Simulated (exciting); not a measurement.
## CeO2: the O K edge from the Bethe–Salpeter equation

Aim: the O K absorption edge of CeO2 with the electron–hole interaction treated explicitly, and what each term of the kernel does.

Method: X-ray absorption, core-level Bethe-Salpeter equation, exchange and statically screened direct term, Tamm-Dancoff, all-electron LAPW+lo PBE, in exciting sodium.

### 1. Starting point

Symmetry: Fm-3m, No. 225, cubic system. The conventional cell has a = 5.407 Å, b = 5.407 Å, c = 5.407 Å, α = 90.00°, β = 90.00°, γ = 90.00°. Nearest to Ce lie 8 O at 2.34 Å. O has 4 Ce at 2.34 Å nearest. Farther neighbours and most contacts between anions are not listed.

As a file:

```cif
data_structure
_symmetry_space_group_name_H-M 'P 1'
_symmetry_Int_Tables_number 1
_cell_length_a 3.8235
_cell_length_b 3.8235
_cell_length_c 3.8235
_cell_angle_alpha 60.000
_cell_angle_beta 60.000
_cell_angle_gamma 60.000
_cell_volume 39.53
loop_
_atom_site_label
_atom_site_type_symbol
_atom_site_fract_x
_atom_site_fract_y
_atom_site_fract_z
_atom_site_occupancy
Ce1 Ce 0.00000 0.00000 0.00000 1
O2 O 0.75000 0.75000 0.75000 1
O3 O 0.25000 0.25000 0.25000 1
```

Differences between curves are given as r.m.s. difference over r.m.s. height.

### 2. Ground state

The species files are the program's own, with muffin-tin radii set in the input.

Input file input.xml:

```
<input>
  <title>CeO2</title>
  <structure speciespath="." autormt="false" epslat="1.0e-5">
    <crystal>
      <basevect>0.0000000000 5.1091580359 5.1091580359</basevect>
      <basevect>5.1091580359 0.0000000000 5.1091580359</basevect>
      <basevect>5.1091580359 5.1091580359 0.0000000000</basevect>
    </crystal>
    <species speciesfile="Ce.xml" rmt="2.464">
      <atom coord="0.0000000000 0.0000000000 0.0000000000"/>
    </species>
    <species speciesfile="O.xml" rmt="1.828">
      <atom coord="0.7500000000 0.7500000000 0.7500000000"/>
      <atom coord="0.2500000000 0.2500000000 0.2500000000"/>
    </species>
  </structure>
  <groundstate do="fromscratch" xctype="GGA_PBE" ngridk="5 5 5" rgkmax="7" gmaxvr="14" nempty="8" swidth="0.001" maxscl="100" epsengy="1e-5"/>
</input>
```

Run with:

```sh
$ OMP_NUM_THREADS=1 mpirun -n 4 exciting
```

Numbers of over 12 decimals in the logs are rounded to 6 here.

Output:

```text
EXCITING SODIUM started
********************************************************************************
* Ground-state run starting from atomic densities                              *
********************************************************************************
+ Starting initialization                                                      +
[... lattice and species ...]
 Spin treatment                             :    spin-unpolarised
 Number of Bravais lattice symmetries       :      48
[...]
+ Self-consistent loop stopped                                                 +
 STATE.OUT is written
********************************************************************************
* Groundstate module stopped                                                   *
********************************************************************************
 Total time spent (seconds)                 :        40.70
- CAUTION! Warnings have been written in file WARNING.OUT !                    -
| EXCITING SODIUM stopped                                                      =
[key lines of the parts left out:]
Total energy                               :     -9016.12263630
Fermi energy                               :         0.30321437
```

Wall time 42 s (4 MPI ranks of Intel Xeon Platinum 8259CL at 2.50GHz (Skylake/Cascade Lake), shared host).

The warnings file holds hints only, no warning.

The mesh shows a gap of 2.17 eV. Core levels (Dirac, from the valence top):

| atom | level | energy (eV) |
| --- | --- | --- |
| Ce | 3s1/2 | -1380.3 |
| Ce | 3p1/2 | -1227.9 |
| Ce | 3p3/2 | -1140.1 |
| Ce | 3d3/2 | -873.8 |
| Ce | 3d5/2 | -855.0 |
| Ce | 4s1/2 | -273.8 |
| Ce | 4p1/2 | -217.1 |
| Ce | 4p3/2 | -198.2 |
| Ce | 4d3/2 | -105.2 |
| Ce | 4d5/2 | -101.9 |
| O | 1s1/2 | -503.7 |

### 3. A richer basis for the empty states

Each species file gets more local orbitals, built from u and its energy derivative at 0.15 Ha and u at 0.9 Ha.

input.xml is that of step 2.

Input file SPECIES.xml, added lines:

```
<lo l="L">  <!-- L = 0, 1, 2, and 3 from Cs on -->
  <wf matchingOrder="0" trialEnergy="0.1500" searchE="false"/>
  <wf matchingOrder="1" trialEnergy="0.1500" searchE="false"/>
  <wf matchingOrder="0" trialEnergy="0.9000" searchE="false"/>
</lo>
```

Run with:

```sh
$ OMP_NUM_THREADS=1 mpirun -n 4 exciting
```

Output:

```text
EXCITING SODIUM started
********************************************************************************
* Ground-state run starting from atomic densities                              *
********************************************************************************
+ Starting initialization                                                      +
[... lattice and species ...]
 Spin treatment                             :    spin-unpolarised
 Number of Bravais lattice symmetries       :      48
[...]
+ Self-consistent loop stopped                                                 +
 STATE.OUT is written
********************************************************************************
* Groundstate module stopped                                                   *
********************************************************************************
 Total time spent (seconds)                 :        46.65
- CAUTION! Warnings have been written in file WARNING.OUT !                    -
| EXCITING SODIUM stopped                                                      =
[key lines of the parts left out:]
Total energy                               :     -9016.12434757
Fermi energy                               :         0.30446374
```

The job ended after 48 s (4 MPI ranks).

Against the first ground state the total energy moves by -15 meV an atom and the gap by 0.01 eV.

### 4. Screening, kernels and BSE for O atom 2

The absorber has 4 Ce at 2.34 Å (tetrahedral, site symmetry -43m).

input.xml: that of step 3 with these lines changed.

```diff
@@ -16,3 +16,20 @@
   </structure>
-  <groundstate do="fromscratch" xctype="GGA_PBE" ngridk="5 5 5" rgkmax="7" gmaxvr="14" nempty="8" swidth="0.001" maxscl="100" epsengy="1e-5"/>
+  <groundstate do="skip" xctype="GGA_PBE" ngridk="5 5 5" rgkmax="7" gmaxvr="14" nempty="8" swidth="0.001" maxscl="100" epsengy="1e-5"/>
+  <xs xstype="BSE" ngridk="5 5 5" ngridq="5 5 5" vkloff="0.097 0.273 0.493" rgkmax="7" nempty="32" gqmax="3" lmaxapwwf="5" lmaxemat="2" broad="0.01654" tevout="true">
+    <energywindow intv="18.147 19.764" points="439"/>
+    <screening screentype="full" nempty="49"/>
+    <BSE xas="true" xasspecies="2" xasatom="1" xasedge="K" bsetype="singlet" nstlxas="1 28"/>
+    <qpointset>
+      <qpoint>0 0 0</qpoint>
+    </qpointset>
+    <plan>
+      <doonly task="xsgeneigvec"/>
+      <doonly task="writepmatxs"/>
+      <doonly task="scrgeneigvec"/>
+      <doonly task="scrwritepmat"/>
+      <doonly task="screen"/>
+      <doonly task="scrcoulint"/>
+      <doonly task="exccoulint"/>
+    </plan>
+  </xs>
 </input>
```

Input file input.xml for the last start (plan only):

```
  <plan>
    <doonly task="bse"/>
  </plan>
```

Run with:

```sh
$ OMP_NUM_THREADS=1 mpirun -n 4 exciting
$ OMP_NUM_THREADS=4 exciting
```

Output:

```text
| EXCITING SODIUM started for task xsgeneigvec ( 301)                          =
One-shot GS runs for BSE calculations
One-shot GS runs for k+qmt/2 grids
Info(xsgeneigvec): Generating eigenvectors for Q-point      1
Info(xsgeneigvec): Generation of eigenvectors finished
| EXCITING SODIUM started for task writepmatxs ( 320)                          =
Info(writepmatxs): Momentum matrix elements finished
| EXCITING SODIUM started for task scrgeneigvec ( 401)                         =
One-shot GS runs for BSE calculations
One-shot GS runs for k+qmt/2 grids
[...]
Info(setup_bse_block): Setting up RR part of hamiltonian
Info(setup_bse_block): Singlet spin state
Info(bse): Diagonalizing RR Hamiltonian (TDA)
Info(bse): Invoking Lapack routine ZHEEVR
      7000 eigen solutions found in the interval:
         i1=       1 i2=    7000
Info(bse): Writing excition energies and oscillator strengths to text file.
Info(makespectrum_dist): Making spectrum using formula for coupling with time reversed AR basis.
Info(makespectrum_dist): Using formalism for vanishing momentum transfer.
Info(writederived): Writing quantities derived from the macroscopic dielectric function.
Info(bselauncher): Spectrum finished for iqmt=  1
Info(bselauncher): All done for BSE type singlet
```

Run time: 25 min. Hardware: 4 MPI ranks.

Wall time by task: xsgeneigvec 8.7 s, writepmatxs 13 s, scrgeneigvec 6 s, scrwritepmat 5.1 s, screen 100 s, scrcoulint 10 min, exccoulint 8.7 min, bse 3.8 min.

The O K spectrum of O atom 2 (energy from the Kohn–Sham onset, core level to the lowest empty state found on the meshes used, 505.78 eV; the shifted mesh sets it, since it comes nearer the band minimum than the ground-state mesh; Im ε scaled to the maximum of the singlet run; cut below the end of the band set):

| E (eV) | Im ε |
| --- | --- |
| -4.5 | 0.02 |
| -4.0 | 0.02 |
| -3.5 | 0.03 |
| -3.0 | 0.04 |
| -2.5 | 0.06 |
| -2.0 | 0.10 |
| -1.5 | 0.19 |
| -1.0 | 0.49 |
| -0.5 | 1.00 |
| 0.0 | 0.64 |
| 0.5 | 0.33 |
| 1.0 | 0.18 |
| 1.5 | 0.13 |
| 2.0 | 0.13 |
| 2.5 | 0.20 |
| 3.0 | 0.46 |
| 3.5 | 0.65 |
| 4.0 | 0.39 |
| 4.5 | 0.25 |
| 5.0 | 0.21 |
| 5.5 | 0.20 |
| 6.0 | 0.26 |
| 6.5 | 0.43 |
| 7.0 | 0.61 |
| 7.5 | 0.76 |
| 8.0 | 0.76 |
| 8.5 | 0.65 |
| 9.0 | 0.45 |
| 9.5 | 0.30 |
| 10.0 | 0.20 |
| 10.5 | 0.14 |
| 11.0 | 0.12 |
| 11.5 | 0.12 |
| 12.0 | 0.16 |
| 12.5 | 0.26 |
| 13.0 | 0.36 |
| 13.5 | 0.38 |
| 14.0 | 0.37 |
| 14.5 | 0.33 |
| 15.0 | 0.29 |
| 15.5 | 0.26 |
| 16.0 | 0.23 |
| 16.5 | 0.22 |
| 17.0 | 0.22 |
| 17.5 | 0.21 |
| 18.0 | 0.19 |
| 18.5 | 0.16 |
| 19.0 | 0.15 |
| 19.5 | 0.16 |
| 20.0 | 0.16 |
| 20.5 | 0.15 |
| 21.0 | 0.16 |
| 21.5 | 0.19 |
| 22.0 | 0.23 |
| 22.5 | 0.27 |
| 23.0 | 0.31 |
| 23.5 | 0.28 |
| 24.0 | 0.22 |
| 24.5 | 0.18 |
| 25.0 | 0.14 |
| 25.5 | 0.12 |
| 26.0 | 0.10 |
| 26.5 | 0.10 |
| 27.0 | 0.10 |
| 27.5 | 0.11 |

Maxima (height): -0.5 eV (1.00), 3.4 eV (0.69), 7.7 eV (0.77), 13.7 eV (0.38) and 23.0 eV (0.31).

The Hamiltonian has 7000 rows. The lowest groups of eigenvalues and the brightest ones, on the scale above. Core spinors bring spin-forbidden partners, so dark means forbidden by spin or by symmetry, and the shifted mesh splits states that symmetry would keep together:

```
energy (eV)  states within 10 meV  relative strength
     -0.680                     6               0.17
     -0.646                     4               dark
     -0.606                     8               dark
     -0.554                     3               dark
     -0.543                     5               0.75
     -0.514                     9               dark
     -0.503                     3               1.00
      3.291                     2               0.33
      3.306                     2               0.38
      3.320                     1               0.40
      3.514                     2               0.11
```

### 5. Independent particles

input.xml: that of step 4 with these lines changed.

```diff
@@ -20,3 +20,3 @@
     <screening screentype="full" nempty="49"/>
-    <BSE xas="true" xasspecies="2" xasatom="1" xasedge="K" bsetype="singlet" nstlxas="1 28"/>
+    <BSE xas="true" xasspecies="2" xasatom="1" xasedge="K" bsetype="IP" nstlxas="1 28"/>
     <qpointset>
@@ -25,9 +25,3 @@
     <plan>
-      <doonly task="xsgeneigvec"/>
-      <doonly task="writepmatxs"/>
-      <doonly task="scrgeneigvec"/>
-      <doonly task="scrwritepmat"/>
-      <doonly task="screen"/>
-      <doonly task="scrcoulint"/>
-      <doonly task="exccoulint"/>
+      <doonly task="bse"/>
     </plan>
```

Run with:

```sh
$ OMP_NUM_THREADS=4 exciting
```

Output:

```text
| EXCITING SODIUM started for task bse ( 445)                                  =
Info(bselauncher): Init time:    1.198739
Info(bselauncher): Setting up and diagonalizing BSE Hamiltonian.
Info(bselauncher): Using momentum transfer vectors from list :   1 to  1
Info(bselauncher): Distributing qmt-points over   1 processes.
Info(bselauncher): BSE type: IP
Info(bselauncher): Momentum transfer list index: iqmt=  1
Info(bselauncher): Momentum transfer: vqmtl=   0.000   0.000   0.000
Info(bse): Inspecting occupations...
Info(setranges_modxs): Number of non-reduced k-points:      125
[...]
highest unoccupied state:  40
  Opening gap with a scissor of:      0.000/H      0.000/eV
Info(select_transitions): Number of participating transitions:    7000
Info(bse): Selecting transitions...
Info(bse):bsegap (eV):   505.782245
Info(bse): IP requested, nothing much to do
Info(bse): Writing excition energies and oscillator strengths to text file.
Info(makespectrum_dist): Making spectrum using formula for coupling with time reversed AR basis.
Info(makespectrum_dist): Using formalism for vanishing momentum transfer.
Info(writederived): Writing quantities derived from the macroscopic dielectric function.
Info(bselauncher): Spectrum finished for iqmt=  1
Info(bselauncher): All done for BSE type IP
```

Elapsed: 3 s, on 4 threads.

Maxima (height): 0.8 eV (0.67), 4.3 eV (0.49), 9.3 eV (0.82), 15.1 eV (0.40) and 23.8 eV (0.38). Against the singlet run the r.m.s. difference is 66 %. Moving the earlier curve by +1.2 eV leaves 23 %. The highest maximum lies at 9.3 eV (0.82), against -0.5 eV (1.00).

### 6. Exchange alone

input.xml: that of step 5 with these lines changed.

```diff
@@ -20,3 +20,3 @@
     <screening screentype="full" nempty="49"/>
-    <BSE xas="true" xasspecies="2" xasatom="1" xasedge="K" bsetype="IP" nstlxas="1 28"/>
+    <BSE xas="true" xasspecies="2" xasatom="1" xasedge="K" bsetype="RPA" nstlxas="1 28"/>
     <qpointset>
```

Run with:

```sh
$ OMP_NUM_THREADS=4 exciting
```

Output:

```text
| EXCITING SODIUM started for task bse ( 445)                                  =
Info(bselauncher): Init time:    1.233412
Info(bselauncher): Setting up and diagonalizing BSE Hamiltonian.
Info(bselauncher): Using momentum transfer vectors from list :   1 to  1
Info(bselauncher): Distributing qmt-points over   1 processes.
Info(bselauncher): BSE type: RPA
Info(bselauncher): Momentum transfer list index: iqmt=  1
Info(bselauncher): Momentum transfer: vqmtl=   0.000   0.000   0.000
Info(bse): Inspecting occupations...
Info(setranges_modxs): Number of non-reduced k-points:      125
[...]
Info(setup_bse_block): Setting up RR part of hamiltonian
Info(setup_bse_block): Using RPA approximation
Info(bse): Diagonalizing RR Hamiltonian (TDA)
Info(bse): Invoking Lapack routine ZHEEVR
      7000 eigen solutions found in the interval:
         i1=       1 i2=    7000
Info(bse): Writing excition energies and oscillator strengths to text file.
Info(makespectrum_dist): Making spectrum using formula for coupling with time reversed AR basis.
Info(makespectrum_dist): Using formalism for vanishing momentum transfer.
Info(writederived): Writing quantities derived from the macroscopic dielectric function.
Info(bselauncher): Spectrum finished for iqmt=  1
Info(bselauncher): All done for BSE type RPA
```

Run time: 3.8 min. Hardware: 4 threads.

Maxima (height): 0.8 eV (0.66), 4.4 eV (0.48), 9.4 eV (0.82), 15.1 eV (0.40) and 23.8 eV (0.39). The spectrum differs from the independent-particle run by 3 % r.m.s.

[end of part 1 of 2]

[Banner, clock and machine lines of the logs are left out without a mark of their own.]

[Logs are printed without paths, hosts, clocks, repeated set-up lines and the standing remarks that a program may print on its own settings, such as how far it seeks lower states.]

[Hosts, paths, dates, database ids (printed as entryN), source tags and the programs' standing remarks are cut or masked in the printed files.]
